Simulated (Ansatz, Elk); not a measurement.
# Bonding as seen by X-rays: Co2BiB2C

The structure of Co2BiB2C used here is made up (a known structure type with other elements) and was relaxed beforehand with PBEsol. The aim is the Fourier transform of its all-electron density, F(hkl), set beside the sum over free spherical atoms that refinements use.

Program: Elk 11.2.3 (patched build). Level of theory: DFT, PBE, all-electron APW+lo, Dirac cores, scalar-relativistic bands, static density, no spin. Results are calculated unless marked as measured.

This account leaves out most program logs.

The structure was built from a prototype and need not be the compound's stable phase.

## (1) Set-up

Symmetry: I4/mmm, No. 139, tetragonal system. Conventional cell: a = 3.621 Å, b = 3.621 Å, c = 10.036 Å, α = 90.00°, β = 90.00°, γ = 90.00°. Bi has 4 C at 2.56 Å and 8 B at 2.98 Å nearest. Co has 4 B at 2.06 Å nearest. Nearest to C lie 2 B at 1.53 Å and 4 Bi at 2.56 Å. B has 1 C at 1.53 Å and 4 Co at 2.06 Å and 4 Bi at 2.98 Å nearest. Farther neighbours are not listed.

## (2) Ground state and structure factors

An all-electron density is needed, since X-rays see the cores too. Task 0 finds the density and task 195 Fourier-transforms it; tshift is off so that phases refer to the origin typed.

The input, elk.in:

```
tasks
  0
  195

xctype
  20

spinpol
  .false.

rgkmax
  7.0

gmaxvr
  14.0

lmaxo
  7

lmaxapw
  8

swidth
  0.002

tshift
  .false.

ramdisk
  .false.

hmaxvr
  5.5

maxscl
  120

epspot
  1e-06

sppath
  './'

avec
  -3.42088386801 3.42088386801 9.48296857710
  3.42088386801 -3.42088386801 9.48296857710
  3.42088386801 3.42088386801 -9.48296857710

atoms
  4
  'Bi.in'
  1
  0.5000000000 0.5000000000 -0.0000000000   0.000000 0.000000 0.000000
  'Co.in'
  2
  0.2500000000 0.7500000000 0.5000000000   0.000000 0.000000 0.000000
  0.7500000000 0.2500000000 0.5000000000   0.000000 0.000000 0.000000
  'C.in'
  1
  -0.0000000000 -0.0000000000 -0.0000000000   0.000000 0.000000 0.000000
  'B.in'
  2
  0.8476952375 0.8476952375 -0.0000000000   0.000000 0.000000 0.000000
  0.1523047625 0.1523047625 -0.0000000000   0.000000 0.000000 0.000000

ngridk
  9 9 9
```

Run with:

```bash
OMP_NUM_THREADS=4 elk
```

Elapsed: 51 s, on 4 threads of INTEL XEON PLATINUM 8581C at 2.30GHz (Emerald Rapids), shared host; peak memory 0.24 GiB; 2.9 min of CPU time.

SFACRHO.OUT:

```text

h k l indices transformed by vhmat matrix:
   1.000000000       0.000000000       0.000000000    
   0.000000000       1.000000000       0.000000000    
   0.000000000       0.000000000       1.000000000    

      h      k      l  multipl.   |H|            Re(F)            Im(F)           |F|

      0      0      0      1   0.0000000       153.00000      0.99134294E-17   153.00000    
     -1     -1      1      2  0.66257578       30.615196     -0.63142980E-13   30.615196    
     -1      0      0      8  0.97628441      -65.772019      0.25026181E-13   65.772019    
      0      0      1      4   1.2987529       37.700824      0.63026966E-14   37.700824    
      2      2     -2      2   1.3251516       111.91617      0.62565453E-13   111.91617    
      1      2     -1      8   1.3531979      -71.638137      0.24641163E-13   71.638137    
      0      2     -1      8   1.4580006       111.17589      0.43507053E-13   111.17589    
     -1      1     -1      4   1.8367140       108.17063      0.36913974E-14   108.17063    
     -2     -2      3      8   1.8554746       26.967535     -0.68918252E-13   26.967535    
     -2     -3      3      8   1.8939829      -60.550083     -0.36961744E-13   60.550083    
      2      0      0      8   1.9525688       28.592494      0.48512289E-13   28.592494    
     -3     -3      3      2   1.9877273       33.243827      0.58137744E-13   33.243827    
     -1      0      2     16   2.0800600      -56.749779      0.18480872E-13   56.749779    
      3      1     -3      8   2.2648499       91.566308      0.74115998E-13   91.566308    
      3      0     -2     16   2.2813730      -60.557812      0.21561017E-13   60.557812    
      2      4     -3      8   2.3744092       95.016285     -0.45047126E-13   95.016285    
     -4     -3      3      8   2.4942356      -52.318356      0.15400727E-12   52.318356    
      0      0      2      4   2.5975059       91.595871     -0.53988279E-14   91.595871
```

Elk indexes on the primitive cell of elk.in and gives |H| = 4π sin θ/λ in inverse bohr. Below, one row stands for each form hkl of the conventional cell (m members, Friedel mates merged), F is for one primitive cell and the density is static (no thermal factor). Free-atom factors are Waasmaier and Kirfel's, and R is Σm||F|−|F'||/Σm|F|. Elk warned that it couldn't find a linearisation energy, which lowers the accuracy of some states in this run and its variants.

```
hkl   m  sin θ/λ (Å⁻¹)  abs F, DFT  neutral atoms   diff.
002   2          0.100      30.615         31.327  -0.712
101   8          0.147      65.772         66.397  -0.625
110   4          0.195      37.701         37.190  +0.511
004   2          0.199     111.916        111.886  +0.030
103   8          0.203      71.638         71.543  +0.096
112   8          0.219     111.176        111.106  +0.070
200   4          0.276     108.171        108.069  +0.102
114   8          0.279      26.968         26.630  +0.337
105   8          0.285      60.550         60.629  -0.079
202   8          0.294      28.593         28.251  +0.342
006   2          0.299      33.244         32.916  +0.328
211  16          0.313      56.750         56.870  -0.120
204   8          0.341      91.566         91.775  -0.209
213  16          0.343      60.558         60.642  -0.084
116   8          0.357      95.016         95.427  -0.410
107   8          0.375      52.318         51.964  +0.354
220   4          0.391      91.596         91.453  +0.143
215  16          0.397      53.711         53.571  +0.140
008   2          0.399      87.089         87.734  -0.645
222   8          0.403      27.120         26.969  +0.151
206   8          0.407      30.913         30.905  +0.008
301   8          0.417      50.533         50.693  -0.160
```

## (3) The highest occupied states alone

An energy window below the Fermi level keeps the highest occupied states, to see at which angles they scatter; shallow core shells can lie inside it and anion s states outside. No new self-consistency is needed.

elk.in: that of step 2 with these lines changed.

```diff
@@ -1,3 +1,2 @@
 tasks
-  0
   195
@@ -40,2 +39,5 @@
 
+wsfac
+  -0.020440 0.647050
+
 sppath
```

Run with:

```bash
OMP_NUM_THREADS=4 elk
```

It took 6.6 s on 4 threads; peak memory 0.16 GiB.

States within 10 eV below the Fermi level hold 29.51 electrons; any levels below the window count with the cores, and a count that is not whole means the window cuts a band. Their amplitudes can exceed the total, where window and core parts have opposite phase:

```
hkl  sin θ/λ (Å⁻¹)  abs F, window  abs F, all
002          0.100         12.739      30.615
101          0.147          2.778      65.772
110          0.195          6.556      37.701
004          0.199         10.106     111.916
103          0.203          0.550      71.638
112          0.219          9.657     111.176
200          0.276          8.216     108.171
114          0.279          6.544      26.968
105          0.285          0.874      60.550
202          0.294          6.043      28.593
```

## (4) Another try

In this try the input is made faulty on purpose, to show what that does.

The input is changed as shown.

elk.in: that of step 3 with these lines changed.

```diff
@@ -1,2 +1,3 @@
 tasks
+  0
   195
@@ -10,3 +11,3 @@
 rgkmax
-  7.0
+  3.5
 
@@ -34,3 +35,3 @@
 maxscl
-  120
+  60
 
@@ -38,5 +39,2 @@
   1e-06
-
-wsfac
-  -0.020440 0.647050
```

Run with:

```bash
OMP_NUM_THREADS=4 elk
```

The job ended after 34 s (4 threads; peak memory 0.21 GiB; 1.8 min of CPU time).

The run finished. A setting was moved off its sound value on purpose, so it serves as a test and not as the result.

The fault put into the input: a cutoff far too low.

Its structure factors differ from the first run's by R = 0.1 %.

## (5) Another functional

The difference from free atoms is small, so it is set against the change that LDA (Perdew-Wang) makes.

elk.in: that of step 4 with these lines changed.

```diff
@@ -5,3 +5,3 @@
 xctype
-  20
+  3
 
@@ -11,3 +11,3 @@
 rgkmax
-  3.5
+  7.0
 
@@ -35,3 +35,3 @@
 maxscl
-  60
+  120
```

Run with:

```bash
OMP_NUM_THREADS=4 elk
```

Run time: 33 s. Hardware: 4 threads; peak memory 0.19 GiB.

Against the first run R = 0.03 %; the largest change is -0.043 at 530.

## (6) A coarser k-mesh

About half the k-points along each axis test the sampling.

elk.in: that of step 5 with these lines changed.

```diff
@@ -5,3 +5,3 @@
 xctype
-  3
+  20
 
@@ -66,2 +66,2 @@
 ngridk
-  9 9 9
+  4 4 4
```

Run with:

```bash
OMP_NUM_THREADS=4 elk
```

It took 21 s on 4 threads; peak memory 0.23 GiB; 49 s of CPU time.

Against the first run R = 0.01 %; the largest change is -0.023 at 400.

## (7) Settings against the effect

```csv
run,R against the first run (%),"R against neutral atoms, low angle (%)",wall time
"PBE, rgkmax 7",0.00,0.44,51 s
LDA (Perdew-Wang),0.03,0.43,33 s
k-mesh 4×4×4,0.01,0.44,21 s
```

## (8) What came out

```json
{"R against neutral atoms, sin θ/λ < 0.3 Å⁻¹": "0.44 %", "R against neutral atoms, 0.3 to 0.82 Å⁻¹": "0.14 %"}
```

Independent neutral atoms miss the calculated amplitudes by R = 0.44 % below 0.3 Å⁻¹ and 0.14 % from there to 0.82 Å⁻¹; by shells, 1.09 % below 0.15 Å⁻¹ (2 forms), 0.32 % 0.15 to 0.3 (9 forms), 0.23 % 0.3 to 0.45 (16 forms), 0.12 % above 0.45 (93 forms). Bonding, aspherical density and the tables' own atoms all enter these figures, and the runs don't part them. The largest change of an amplitude is -0.71 electrons, at 002. The window's part falls from 29.5 electrons at the origin to at most 2.62 between 0.45 and 0.82 Å⁻¹, where compact states inside the window still scatter. Below 0.3 Å⁻¹ the changes that finished (LDA (Perdew-Wang) and k-mesh 4×4×4) move F by R = 0.02 % at most, against the 0.44 % that separates it from free atoms. The basis has no finished test. These runs have no spin, though d or f shells may be open. Spin-orbit coupling is left out, which can matter for elements this heavy. Part of the difference isn't bonding: the tables are fits to free atoms and ions calculated by other methods than this functional. Thermal motion, anomalous dispersion and extinction are left out.

[Logs are printed without paths, hosts, clocks, repeated set-up lines and the standing remarks that a program may print on its own settings, such as how far it seeks lower states.]

[Hosts, paths, dates, database ids (printed as entryN), source tags and the programs' standing remarks are cut or masked in the printed files.]
